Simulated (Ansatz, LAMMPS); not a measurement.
# Squeezing and shearing glassy 47SiO2-23SrO-30Li2O (mol %) (119 atoms), part 2 of 4

Aim: relax glassy 47SiO2-23SrO-30Li2O (mol %) (119 atoms), then change its volume and shape to read moduli from the stress.

Ansatz 0.2.0; Kohn-Sham DFT, revPBE, PAW (set soft_2), plane waves.

The cell: 20 Si, 10 Sr, 26 Li and 63 O. The quench rate of 25 K/ps far exceeds what a furnace or splat quench reaches. The network of bonds at the start is that of the classical potential that made the cell. Sampling is at Γ alone.

So far. Step 2 (Single point at the start): The r.m.s. force at the start is 1.4 eV/Å.

**3. Cell and atoms relaxed**

Cell and atoms are freed together, to release stress as well as forces.

The input, input.yaml:

```yaml
crystal:
  lattice:
    - [11.43824, 0.0, 0.0]
    - [0.0, 11.43824, 0.0]
    - [0.0, 0.0, 11.43824]
  atoms:
    [... the 119 atom lines of step 2 ...]
kpoints:
  mp_grid: { grid: [1, 1, 1] }
hamiltonian:
  xc: revpbe
scf:
  occupations: { method: fixed }
output:
  forces: true
relax:
  f_tol: 0.05
  max_steps: 150
  cell: {}
```

Launch:

```
> ansatz run input.yaml --threads 4 --pin off --max-ram 8192MiB --backend cpu --events-out ev --progress --plain --runs-dir out
```

Numbers of over 12 decimals in the logs are rounded to 6 here.

What it wrote:

```text
[...]
Crystal: 119 atoms, lattice volume = 1496.503 Å³
Basis set: ecut = 420 eV, 29279 PW (Γ), exchange–correlation on 160×160×160 points (8 copies of the dense FFT grid, shifted against one another)
Bands: 437, of which v1, the nominal top of the filled ones, is band 318 counted from 1 (317 counted from 0)
Symmetry: 1 space group operations
[...]
k-points: 1
[...]
SCF iter   1: F=—  HF=-89552.035788 eV  |F-HF|=—  |Δ(HF+E_count)|=         —  Δρ=4.08e-3  dr2=3.17e-1  ethr=1.77e-3  ⟨swp⟩=6.0  Hψ=1494  notcnv=0  defer=116
[...]
SCF iter  10: F=-89552.014003 eV  HF=-89552.014003 eV  |F-HF|=5.43e-8  |Δ(HF+E_count)|=   2.56e-7  Δρ=1.64e-6  dr2=4.17e-8  ethr=1.57e-11  ⟨swp⟩=3.0  Hψ=1339  notcnv=0
SCF 1 converged in 10 iterations: F = -89552.014003 eV  dr2 = 4.17e-8
[...]
relax step   1: F+E_penalty+E_count = -89552.01400339 eV  Δ(F+E_penalty+E_count) = +0.000e0 eV  max|allowed force component| = 6.740e0 eV/Å  Δτ_max = 0.0000 Å  P = +6.407 GPa  Ω = 1496.503 Å³  (10 SCF iters, dr2 threshold 1.00e-7 eV, accepted)
[... from here on, the SCF cycles and remarks between the steps are left out ...]
relax step   2: F+E_penalty+E_count = -89558.66853380 eV  Δ(F+E_penalty+E_count) = -6.655e0 eV  max|allowed force component| = 3.301e0 eV/Å  Δτ_max = 0.1955 Å  P = +3.632 GPa  Ω = 1495.186 Å³  energy of the carried Pulay correction = +3.542e-3 eV  (8 SCF iters, dr2 threshold 1.19e-5 eV, accepted)
relax step   3: F+E_penalty+E_count = -89562.72194659 eV  Δ(F+E_penalty+E_count) = -4.053e0 eV  max|allowed force component| = 8.027e-1 eV/Å  Δτ_max = 0.1974 Å  P = +0.269 GPa  Ω = 1503.289 Å³  energy of the carried Pulay correction = -1.820e-2 eV  (8 SCF iters, dr2 threshold 1.19e-5 eV, accepted)
relax step   4: F+E_penalty+E_count = -89563.68833934 eV  Δ(F+E_penalty+E_count) = -9.664e-1 eV  max|allowed force component| = 5.253e-1 eV/Å  Δτ_max = 0.2000 Å  P = +0.294 GPa  Ω = 1505.013 Å³  energy of the carried Pulay correction = -2.281e-2 eV  (8 SCF iters, dr2 threshold 1.19e-5 eV, accepted)
relax step   5: F+E_penalty+E_count = -89564.33829082 eV  Δ(F+E_penalty+E_count) = -6.500e-1 eV  max|allowed force component| = 3.512e-1 eV/Å  Δτ_max = 0.1919 Å  P = -0.116 GPa  Ω = 1518.628 Å³  energy of the carried Pulay correction = -5.905e-2 eV  (8 SCF iters, dr2 threshold 1.19e-5 eV, accepted)
relax step   6: F+E_penalty+E_count = -89564.62179711 eV  Δ(F+E_penalty+E_count) = -2.835e-1 eV  max|allowed force component| = 3.391e-1 eV/Å  Δτ_max = 0.2000 Å  P = -0.172 GPa  Ω = 1524.739 Å³  energy of the carried Pulay correction = -7.520e-2 eV  (8 SCF iters, dr2 threshold 7.71e-6 eV, accepted)
relax step   7: F+E_penalty+E_count = -89564.84388033 eV  Δ(F+E_penalty+E_count) = -2.221e-1 eV  max|allowed force component| = 2.652e-1 eV/Å  Δτ_max = 0.1917 Å  P = -0.054 GPa  Ω = 1527.429 Å³  energy of the carried Pulay correction = -8.229e-2 eV  (7 SCF iters, dr2 threshold 7.19e-6 eV, accepted)
relax step   8: F+E_penalty+E_count = -89564.99776213 eV  Δ(F+E_penalty+E_count) = -1.539e-1 eV  max|allowed force component| = 2.715e-1 eV/Å  Δτ_max = 0.2000 Å  P = -0.108 GPa  Ω = 1532.665 Å³  energy of the carried Pulay correction = -9.606e-2 eV  (8 SCF iters, dr2 threshold 4.40e-6 eV, accepted)
relax step   9: F+E_penalty+E_count = -89565.08486397 eV  Δ(F+E_penalty+E_count) = -8.710e-2 eV  max|allowed force component| = 3.086e-1 eV/Å  Δτ_max = 0.2000 Å  P = +0.066 GPa  Ω = 1528.787 Å³  energy of the carried Pulay correction = -8.587e-2 eV  (8 SCF iters, dr2 threshold 4.61e-6 eV, accepted)
relax step  10: F+E_penalty+E_count = -89565.12754703 eV  Δ(F+E_penalty+E_count) = -4.268e-2 eV  max|allowed force component| = 1.900e-1 eV/Å  Δτ_max = 0.0867 Å  P = -0.023 GPa  Ω = 1529.876 Å³  energy of the carried Pulay correction = -8.874e-2 eV  (8 SCF iters, dr2 threshold 5.95e-6 eV, accepted)
relax step  11: F+E_penalty+E_count = -89565.16858751 eV  Δ(F+E_penalty+E_count) = -4.104e-2 eV  max|allowed force component| = 1.776e-1 eV/Å  Δτ_max = 0.2000 Å  P = -0.002 GPa  Ω = 1528.990 Å³  energy of the carried Pulay correction = -8.640e-2 eV  (8 SCF iters, dr2 threshold 2.26e-6 eV, accepted)
relax step  12: F+E_penalty+E_count = -89565.19517919 eV  Δ(F+E_penalty+E_count) = -2.659e-2 eV  max|allowed force component| = 1.060e-1 eV/Å  Δτ_max = 0.0553 Å  P = +0.006 GPa  Ω = 1527.771 Å³  energy of the carried Pulay correction = -8.319e-2 eV  (7 SCF iters, dr2 threshold 1.97e-6 eV, accepted)
relax step  13: F+E_penalty+E_count = -89565.22602491 eV  Δ(F+E_penalty+E_count) = -3.085e-2 eV  max|allowed force component| = 1.004e-1 eV/Å  Δτ_max = 0.2000 Å  P = +0.007 GPa  Ω = 1527.581 Å³  energy of the carried Pulay correction = -8.269e-2 eV  (8 SCF iters, dr2 threshold 7.02e-7 eV, accepted)
relax step  14: F+E_penalty+E_count = -89565.22685379 eV  Δ(F+E_penalty+E_count) = -8.289e-4 eV  max|allowed force component| = 1.983e-1 eV/Å  Δτ_max = 0.1430 Å  P = -0.013 GPa  Ω = 1527.757 Å³  energy of the carried Pulay correction = -8.316e-2 eV  (8 SCF iters, dr2 threshold 6.30e-7 eV, accepted)
[...]
relax step  36: F+E_penalty+E_count = -89565.61779629 eV  Δ(F+E_penalty+E_count) = -1.289e-2 eV  max|allowed force component| = 1.396e-1 eV/Å  Δτ_max = 0.0390 Å  P = +0.038 GPa  Ω = 1545.581 Å³  energy of the carried Pulay correction = -1.298e-1 eV  (7 SCF iters, dr2 threshold 1.42e-6 eV, accepted)
relax step  37: F+E_penalty+E_count = -89565.63134386 eV  Δ(F+E_penalty+E_count) = -1.355e-2 eV  max|allowed force component| = 1.693e-1 eV/Å  Δτ_max = 0.0942 Å  P = +0.041 GPa  Ω = 1544.789 Å³  energy of the carried Pulay correction = -1.278e-1 eV  (7 SCF iters, dr2 threshold 1.22e-6 eV, accepted)
relax step  38: F+E_penalty+E_count = -89565.64163099 eV  Δ(F+E_penalty+E_count) = -1.029e-2 eV  max|allowed force component| = 1.701e-1 eV/Å  Δτ_max = 0.1790 Å  P = -0.013 GPa  Ω = 1544.086 Å³  energy of the carried Pulay correction = -1.259e-1 eV  (8 SCF iters, dr2 threshold 1.79e-6 eV, accepted)
relax step  39: F+E_penalty+E_count = -89565.63756911 eV  Δ(F+E_penalty+E_count) = +4.062e-3 eV  max|allowed force component| = 2.175e-1 eV/Å  Δτ_max = 0.1300 Å  P = +0.074 GPa  Ω = 1542.715 Å³  energy of the carried Pulay correction = -1.224e-1 eV  (8 SCF iters, dr2 threshold 1.81e-6 eV, rejected (line search))
relax step  40: F+E_penalty+E_count = -89565.66113382 eV  Δ(F+E_penalty+E_count) = -1.950e-2 eV  max|allowed force component| = 5.615e-2 eV/Å  Δτ_max = 0.0623 Å  P = +0.027 GPa  Ω = 1544.257 Å³  energy of the carried Pulay correction = -1.264e-1 eV  (12 SCF iters, accepted)
relax step  41: F+E_penalty+E_count = -89565.66163907 eV  Δ(F+E_penalty+E_count) = -5.053e-4 eV  max|allowed force component| = 1.117e-1 eV/Å  Δτ_max = 0.1000 Å  P = +0.014 GPa  Ω = 1544.205 Å³  energy of the carried Pulay correction = -1.262e-1 eV  (9 SCF iters, dr2 threshold 1.97e-7 eV, accepted)
relax step  42: F+E_penalty+E_count = -89565.66777065 eV  Δ(F+E_penalty+E_count) = -6.132e-3 eV  max|allowed force component| = 4.813e-2 eV/Å  Δτ_max = 0.0230 Å  P = -0.019 GPa  Ω = 1544.755 Å³  energy of the carried Pulay correction = -1.277e-1 eV  (7 SCF iters, dr2 threshold 7.79e-7 eV, accepted)
relax step  43: F+E_penalty+E_count = -89565.89207240 eV  Δ(F+E_penalty+E_count) = -2.243e-1 eV  max|allowed force component| = 4.847e-2 eV/Å  Δτ_max = 0.0000 Å  P = +0.232 GPa  Ω = 1544.755 Å³  stress off target by 4.78e-1 GPa  SCF on the basis re-selected at this cell (its energy is not comparable with the rows above)  (8 SCF iters)
relax step  44: F+E_penalty+E_count = -89565.84496708 eV  Δ(F+E_penalty+E_count) = +4.711e-2 eV  max|allowed force component| = 1.509e-1 eV/Å  Δτ_max = 0.2000 Å  P = +0.054 GPa  Ω = 1551.556 Å³  energy of the carried Pulay correction = -1.816e-2 eV  (9 SCF iters, dr2 threshold 5.70e-7 eV, rejected (line search))
relax step  45: F+E_penalty+E_count = -89565.87494366 eV  Δ(F+E_penalty+E_count) = +1.713e-2 eV  max|allowed force component| = 8.792e-2 eV/Å  Δτ_max = 0.0534 Å  P = -0.083 GPa  Ω = 1554.885 Å³  energy of the carried Pulay correction = -2.759e-2 eV  (12 SCF iters, accepted)
relax step  46: F+E_penalty+E_count = -89565.89011064 eV  Δ(F+E_penalty+E_count) = -1.517e-2 eV  max|allowed force component| = 9.125e-2 eV/Å  Δτ_max = 0.1000 Å  P = +0.031 GPa  Ω = 1551.976 Å³  energy of the carried Pulay correction = -1.950e-2 eV  (8 SCF iters, dr2 threshold 4.83e-7 eV, accepted)
relax step  47: F+E_penalty+E_count = -89565.89328130 eV  Δ(F+E_penalty+E_count) = -3.171e-3 eV  max|allowed force component| = 3.162e-2 eV/Å  Δτ_max = 0.0342 Å  P = +0.007 GPa  Ω = 1552.824 Å³  energy of the carried Pulay correction = -2.184e-2 eV  (7 SCF iters, dr2 threshold 5.20e-7 eV, accepted)
relax step  48: F+E_penalty+E_count = -89565.91632675 eV  Δ(F+E_penalty+E_count) = -2.305e-2 eV  max|allowed force component| = 3.154e-2 eV/Å  Δτ_max = 0.0000 Å  P = +0.014 GPa  Ω = 1552.824 Å³  stress off target by 3.38e-2 GPa  SCF on the basis re-selected at this cell (its energy is not comparable with the rows above)  (7 SCF iters)
[...]
SCF converged after 7 iterations
Free energy (F): -89565.916327 eV
[...]
Internal energy: -89565.916327 eV  (E = F + TS)
E sigma→0 (E₀):  -89565.916327 eV
Fermi energy:    4.440988 eV
[...]
--- Forces (eV/Å), atoms counted from 1 ---
  atom   1  Si    -0.00065497    -0.00915829    -0.00527740
  atom   2  Si     0.00009550     0.00206040     0.00076186
  atom   3  Si    -0.00183598    -0.00007563    -0.00812854
  atom   4  Si     0.00502836    -0.00150077     0.01137220
  atom   5  Si     0.00540093     0.00792584    -0.00414068
  atom   6  Si     0.00530413     0.00615714    -0.00032216
  atom   7  Si     0.00338166     0.03135170    -0.00170011
  atom   8  Si     0.00588201     0.01419767    -0.00895230
  atom   9  Si    -0.03154248     0.01258813    -0.00498402
  atom  10  Si     0.00128395     0.01891540    -0.01066359
  atom  11  Si     0.00814963    -0.00779648    -0.01096621
  atom  12  Si     0.01305906     0.01573763     0.00377781
  atom  13  Si    -0.00278166     0.00039635    -0.01310562
  atom  14  Si    -0.02944452    -0.00757374    -0.01522777
[...]
atom 118  O      0.00339398    -0.02169425     0.00108153
  atom 119  O     -0.00197147    -0.00837327     0.01142556
  max |Σ_I F_I| component: 6.94e-5 eV/Å
--- Stress (GPa, compression-positive) ---
        0.010350       0.004514      -0.013670
        0.004513       0.027936       0.013015
       -0.013667       0.013016       0.004433
  P = ⅓ Tr σ = 0.0142 GPa (0.142 kbar)
--- Relaxed structure (46 steps of the walk, 41 accepted, 2 SCFs on fresh bases) ---
  F+E_penalty+E_count = -89565.91632675 eV   max|allowed force component| = 3.154e-2 eV/Å   (the final SCF, on the basis selected at the relaxed cell)
  cell:  # Å, volume = 1552.8241 Å³
    - [11.388155, 0.00574878, -0.236508]
    - [0.00574878, 11.876009, 0.168513]
    - [-0.236508, 0.168513, 11.488802]
  atoms:
    - { symbol: Si, position: [0.651160, 0.808762, 0.838677] }
    - { symbol: Si, position: [0.794419, 0.382349, 0.554957] }
    - { symbol: Si, position: [0.880851, 0.253756, 0.793043] }
    - { symbol: Si, position: [0.163755, 0.750205, 0.389807] }
[...]
- { symbol: O, position: [0.990914, 0.197591, 0.729304] }
```

Wall time 11 min (4 threads of Arm Neoverse V2, shared host); peak memory 1.9 GiB; 42 min of CPU time.

The relaxation converged after 46 steps, with a largest force component of 0.032 eV/Å.

**4. Single point at the relaxed geometry**

One more single point at the end of the walk gives the fuller output and checks the residual forces.

The input, input.yaml:

```yaml
crystal:
  lattice:
    - [11.38815, 0.00575, -0.23651]
    - [0.00575, 11.87601, 0.16851]
    - [-0.23651, 0.16851, 11.4888]
  atoms:
    - { symbol: Si, position: [0.65116, 0.80876, 0.83868] }
    - { symbol: Si, position: [0.79442, 0.38235, 0.55496] }
    - { symbol: Si, position: [0.88085, 0.25376, 0.79304] }
    - { symbol: Si, position: [0.16375, 0.75021, 0.38981] }
    - { symbol: Si, position: [0.4399, 0.13464, 0.53069] }
    - { symbol: Si, position: [0.90474, 0.90459, 0.10903] }
    [... 107 atom lines left out ...]
    - { symbol: O, position: [0.305, 0.73416, 0.4372] }
    - { symbol: O, position: [0.1734, 0.73816, 0.24672] }
    - { symbol: O, position: [0.86179, 0.77748, 0.06326] }
    - { symbol: O, position: [0.72365, 0.93261, 0.81916] }
    - { symbol: O, position: [0.51142, 0.00901, 0.21838] }
    - { symbol: O, position: [0.99091, 0.19759, 0.7293] }
kpoints:
  mp_grid: { grid: [1, 1, 1] }
hamiltonian:
  xc: revpbe
scf:
  occupations: { method: fixed }
output:
  forces: true
  stress: true
  populations: intrinsic
  dos:
    method: { smearing: { sigma: 0.1 } }
    de: 0.1
    projected: { site_lists: { Li: [Li], O: [O], Si: [Si], Sr: [Sr] } }
  eigenvalues: true
  write_density: true
  write_potential: true
  volumetric_format: npy
  elf: true
```

What it wrote:

```text
[...]
Crystal: 119 atoms, lattice volume = 1552.823 Å³
Basis set: ecut = 420 eV, 30347 PW (Γ), exchange–correlation on 160×160×160 points (8 copies of the dense FFT grid, shifted against one another)
Bands: 437, of which v1, the nominal top of the filled ones, is band 318 counted from 1 (317 counted from 0)
Symmetry: 1 space group operations
[...]
k-points: 1
[...]
SCF iter   1: F=—  HF=-89565.928951 eV  |F-HF|=—  |Δ(HF+E_count)|=         —  Δρ=3.62e-3  dr2=2.41e-1  ethr=1.77e-3  ⟨swp⟩=5.0  Hψ=1664  notcnv=0  defer=116
[...]
SCF iter  10: F=-89565.916324 eV  HF=-89565.916324 eV  |F-HF|=6.60e-8  |Δ(HF+E_count)|=   2.85e-7  Δρ=1.35e-6  dr2=3.36e-8  ethr=1.57e-11  ⟨swp⟩=23.0  Hψ=4582  notcnv=0
SCF 1 converged in 10 iterations: F = -89565.916324 eV  dr2 = 3.36e-8
[...]
SCF converged after 10 iterations
Free energy (F): -89565.916324 eV
[...]
Internal energy: -89565.916324 eV  (E = F + TS)
E sigma→0 (E₀):  -89565.916324 eV
Fermi energy:    4.440717 eV
[...]
--- Forces (eV/Å), atoms counted from 1 ---
  atom   1  Si    -0.00030619    -0.00787338    -0.00894665
  atom   2  Si    -0.00039149     0.00175346    -0.00061093
  atom   3  Si    -0.00113202    -0.00259221    -0.00727354
  atom   4  Si     0.00843731    -0.00364981     0.00805916
  atom   5  Si     0.00709399     0.00956321    -0.00764863
  atom   6  Si     0.00182828     0.00600903     0.00162658
  atom   7  Si     0.00171795     0.02903042    -0.00040206
  atom   8  Si     0.00627496     0.01577326    -0.01068977
  atom   9  Si    -0.03182508     0.01345510    -0.00533506
  atom  10  Si     0.00287234     0.01643543    -0.00836395
  atom  11  Si     0.00782248    -0.00597995    -0.01289579
  atom  12  Si     0.01135014     0.01990547     0.00469710
  atom  13  Si    -0.00061029     0.00158916    -0.01592046
  atom  14  Si    -0.03067568    -0.00661288    -0.01537311
[...]
atom 118  O      0.00433846    -0.02081918     0.00213095
  atom 119  O     -0.00185049    -0.00804469     0.01157348
  max |Σ_I F_I| component: 4.79e-5 eV/Å
--- Stress (GPa, compression-positive) ---
        0.011242       0.004842      -0.014217
        0.004841       0.027879       0.012376
       -0.014213       0.012377       0.003550
  P = ⅓ Tr σ = 0.0142 GPa (0.142 kbar)
--- Band table (eV) ---
[...]
--- intrinsic populations: 119 sites ---
  site symbol       q [e]
     0     Si      2.4173
     1     Si      2.4566
     2     Si      2.3849
[...]
118      O      6.9292
  spilling = -0.000000 (of n_electrons = 636.000000)
```

Run time: 28 s. Hardware: 4 threads; peak memory 2.2 GiB.

The run gave:

```
free energy                                      : -89565.9163 eV
free energy per atom                             : -752.6548 eV/atom
SCF cycles                                       : 10
pressure                                         : 0.01422 GPa
r.m.s. force component                           : 0.00829 eV/Å
longest force                                    : 0.03496 eV/Å
Fermi energy                                     : 4.441 eV
gap (highest filled to lowest empty level) : 3.574 eV
```

Intrinsic-atomic-orbital charges by element and coordination:

```
element  coordination  atoms  mean charge (e)  spread   least    most
     Li           all     26            0.767  0.0212   0.723   0.802
     Li             3     13            0.775  0.0145   0.749   0.802
     Li             4     13            0.759  0.0237   0.723   0.791
      O           all     63             -1.1   0.134   -1.61  -0.901
      O             2      2           -0.908   0.008  -0.916  -0.901
      O             3     18           -0.988  0.0946   -1.16  -0.913
      O             4     36            -1.13  0.0652   -1.23  -0.948
      O             5      6            -1.23   0.169   -1.61   -1.11
      O             6      1            -1.55       0   -1.55   -1.55
     Si           all     20             1.57  0.0496    1.50    1.66
     Sr           all     10             1.79  0.0169    1.76    1.82
     Sr             6      5             1.79  0.0086    1.78    1.80
     Sr             7      3             1.79  0.0202    1.76    1.80
     Sr             8      2             1.82  0.0035    1.81    1.82
```

States in the cell by windows of 1 eV, zero at the Fermi level; the larger projections on atomic orbitals stand beside the total:

```csv
from (eV),to (eV),total,O p,Si p,O s,Sr p
-18,-17,63.7,0.8,7.4,48.9,2.8
-17,-16,14.7,0.1,1.4,9.2,3.6
-16,-15,46.2,0.8,0.3,3.8,41.0
-15,-14,12.2,0.2,0.1,1.9,9.8
-14,-13,2.0,0.0,0.0,1.0,0.9
-13,-10,0.0,0.0,0.0,0.0,0.0
-10,-9,4.0,2.6,0.3,0.2,0.0
-9,-8,9.9,6.6,0.8,0.6,0.0
-8,-7,12.3,8.5,1.4,0.7,0.0
-7,-6,11.8,8.7,1.9,0.4,0.0
-6,-5,21.1,15.4,2.0,1.7,0.1
-5,-4,54.0,42.6,6.2,2.6,0.1
-4,-3,64.9,56.2,3.7,1.5,0.2
-3,-2,85.2,78.5,1.8,0.6,0.3
-2,-1,88.2,84.2,0.9,0.2,0.2
-1,0,26.1,24.8,0.1,0.1,0.1
0,1,0.6,0.5,0.0,0.0,0.0
1,3,0.0,0.0,0.0,0.0,0.0
3,4,2.0,0.0,0.0,0.5,0.0
4,5,6.7,0.5,0.3,0.6,0.0
```

With fixed occupations the program's Fermi level is the highest filled level; weight inside the gap is the broadening of levels at its edges.

Between -26 and -18 eV lie 47 more states.

The stored curve holds about 564 of the 636 electrons; the rest, give or take the few that broadening carries across the Fermi level, lie in deeper levels below its range.

The levels nearest the highest filled one (over half full), pooled over k-points and spins:

| level less the highest filled one (eV) | occupation |
| --- | --- |
| -0.509 | 2 |
| -0.475 | 2 |
| -0.411 | 2 |
| -0.355 | 2 |
| -0.277 | 2 |
| 0 | 2 |
| 3.57 | 0 |
| 4.81 | 0 |
| 4.89 | 0 |
| 4.92 | 0 |
| 5.08 | 0 |
| 5.14 | 0 |

ELF in the ab plane at fractional z = 0.092, with atoms of Si and Sr and Li and O within 0.2 Å of it. It is the smooth field of the valence electrons, not physical close to the nuclei.

Ten even steps from '0' (0.00) to '9' (0.98), each cell a mean:
```
78873001467751000000000135665236
75785102577764100000000012432148
77873001567753100000000000111127
56630210245421000001222002467523
01100110000000000001232015877751
00000111000122100000111016877751
00024566410244200000000003678631
32137887620122100000000111233223
53237887630000000000014777631256
43225665310002333100037876872255
21111111000146776400026865773122
00000000000157887410003678741000
00000000165137886300000133200000
00000000499304542100000000000000
00000000033000103981122100110000
00000000000000002751354114776400
24421000000123310002554148768830
67774100002467752001232158417831
86677400015788872033000048878514
86677300025788862178200013664115
67764100003566530011000000000003
23210000000111000000000001210000
00000000000000310000000025663100
45420000134310210000000146775212
```
Columns run along a (11.4 Å), rows up along b (11.9 Å). Atoms in or near the plane, at fractional coordinates: Si at (0.90, 0.90), Sr at (0.84, 0.27), Li at (0.55, 0.37), Li at (0.30, 0.43), O at (0.04, 0.92), O at (0.77, 0.57), O at (0.06, 0.20).

Electrostatic potential energy in the ab plane at fractional z = 0.092, with atoms of Si and Sr and Li and O within 0.2 Å of it. With pseudopotentials it is smooth inside the atoms' cores, unlike the true potential.

Values in eV, 13 rows by 16 columns, each cell a mean:
```
-21 -11   7   8   9   7   7   6   8   8   8   8   7  -6 -25 -11
-11  -3   3   4   9   8   8   8   7   5   3   4   5 -10 -33 -17
  9   7   0   1   7   6   4   5   6   4  -1   2   6 -17 -16   5
  7   6   4   4   7   3  -1   2   6   6   5   6   7  -7 -12   3
  5   0 -10  -9   8   6   4   5   7   8   9   8   0 -15 -36 -13
  7   4   2   6   8   8   8   7   8   9   9  -4 -35 -12  -9   1
  9   9   8   7  -2  -1   7   0   7   8   8   6   1   7   8   9
  8   8   9   6 -14 -14   6   6  -6  -5   7   9   7   6   7   8
  8   8   9   9   7   7   8   6  -8  -6   8   8  -3 -19  -9   5
  0  -2   9   9   9   9   4   8   6   3   7   6 -20 -37 -28   3
-18 -24   8   9   8   7  -8   4   2 -16  -1   6   0 -11  -3   7
  9   7   7   7   8   9   7   5   6   4   7   8   8   7   8   9
  9   8   6   7   9   9   2  -7   5   9   9   9   9   6   6   8
```
Columns run along a (11.4 Å; values clipped at the 3rd and 97th percentile), rows up along b (11.9 Å). Atoms in or near the plane, at fractional coordinates: Si at (0.90, 0.90), Sr at (0.84, 0.27), Li at (0.55, 0.37), Li at (0.30, 0.43), O at (0.04, 0.92), O at (0.77, 0.57), O at (0.06, 0.20).

Between filled and empty levels lie 3.57 eV (at Γ alone); a semilocal functional tends to put such gaps too low. In a disordered cell it changes from sample to sample, and tail or defect levels can set it. Mean intrinsic-atomic-orbital charges: Li +0.77, O -1.10, Si +1.57, Sr +1.79 e.

[end of part 2 of 4]

[Logs are printed without paths, hosts, clocks, repeated set-up lines and the standing remarks that a program may print on its own settings, such as how far it seeks lower states.]

[Hosts, paths, dates, database ids (printed as entryN), source tags and the programs' standing remarks are cut or masked in the printed files.]
